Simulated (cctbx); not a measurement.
## Diagnosing a refinement

Cell a = 8.2060 Å, b = 8.2060 Å, c = 8.2060 Å, α = 90.00°, β = 90.00°, γ = 90.00°; space group Im-3 (no. 204).

The data are simulated with cctbx, not measured: Mo Kα, λ = 0.71073 Å, to d = 0.77 Å, 95 % of the full sphere, strongest reflection 5000 counts, noise from counting, a 4 % proportional error and a noise floor of 4 counts (s.d.); no absorption.

An anisotropic refinement with weights 1/σ² prints:

```text
Rint 0.044, 129 unique reflections to 0.78 A
cycle     R1     wR2    GooF  max shift (A)
   1  0.0986  0.2138  11.145   0.00190
   2  0.0340  0.0820   4.275   0.00000
final R1 0.0340 wR2 0.0820 GooF 4.275  parameters 9  data/parameter 14.3
atom        x        y        z      Ueq    occ   su(xyz)  su(Uiso or U11)
Tm1    0.25000  0.25000  0.75000   0.0020  1.000  0.00000  0.0004
Ir1    0.00000  0.00000  0.00000   0.0142  1.000  0.00000  0.0007
As1    0.50000  0.84781  0.34959   0.0103  1.000  0.00024  0.0012
difference map: max 5.34 min -6.19 rms 0.70
Q1    0.2500  0.2500  0.2500    8    5.34  0.00 A from Tm1
Q2    0.0000  0.1630  0.1632   24    1.07  1.52 A from As1
Q3    0.0000  0.3703  0.5000   12    1.07  1.26 A from As1
Q4    0.0000  0.0000  0.4126   12    1.03  1.34 A from As1
Q5    0.1390  0.1390  0.1390   16    0.94  1.58 A from Tm1
Q6    0.0792  0.2370  0.2018   48    0.89  1.19 A from As1
```

**Question.** Can this result stand? If not, what is the likely fault?

Mend it. The fault: elements exchanged: Ir1 is Tm and Tm1 is Ir. Against the right model at the same level, R1 goes from 0.0083 to 0.0340 and GooF from 1.03 to 4.28, U of Tm1 shrinks from 0.0063 to 0.0020 Å², U of Ir1 swells from 0.0068 to 0.0142 Å², the top difference peak, 5.3 e/Å³, lies on Tm1 and a hole of -6.2 e/Å³ opens. Ir1 has 8 electrons too many and its U swells to shed them, as expected; Tm1 has 8 electrons too few and its U shrinks to make up, as expected.

The compound is TmAs12Ir4. The right model at the same level gives:

```text
Rint 0.044, 129 unique reflections to 0.78 A
cycle     R1     wR2    GooF  max shift (A)
   1  0.0235  0.0573   2.986   0.00106
   2  0.0083  0.0198   1.033   0.00000
final R1 0.0083 wR2 0.0198 GooF 1.033  parameters 9  data/parameter 14.3
atom        x        y        z      Ueq    occ   su(xyz)  su(Uiso or U11)
Ir1    0.25000  0.25000  0.75000   0.0063  1.000  0.00000  0.0001
Tm1    0.00000  0.00000  0.00000   0.0068  1.000  0.00000  0.0002
As1    0.50000  0.84781  0.34971   0.0094  1.000  0.00006  0.0003
difference map: max 0.90 min -1.50 rms 0.23
Q1    0.0000  0.3683  0.5000   12    0.91  1.26 A from As1
Q2    0.0000  0.0000  0.3809   12    0.81  1.26 A from As1
Q3    0.1358  0.1358  0.1358   16    0.61  1.62 A from Ir1
Q4    0.0825  0.2288  0.1884   48    0.56  1.23 A from As1
Q5    0.0688  0.3177  0.2770   48    0.56  1.21 A from As1
Q6    0.0530  0.0608  0.1741   48    0.52  1.57 A from Tm1
```

Isotropic U is held between 0.0001 and 1 Å² by the program, and listed peak heights are interpolated, so they can pass the grid's maximum.

This is a model crystal, built by substitution and not relaxed, with assumed displacement parameters.

[Middle refinement cycles are left out of these outputs.]

[Logs are printed without paths, hosts, clocks, repeated set-up lines and the standing remarks that a program may print on its own settings, such as how far it seeks lower states.]
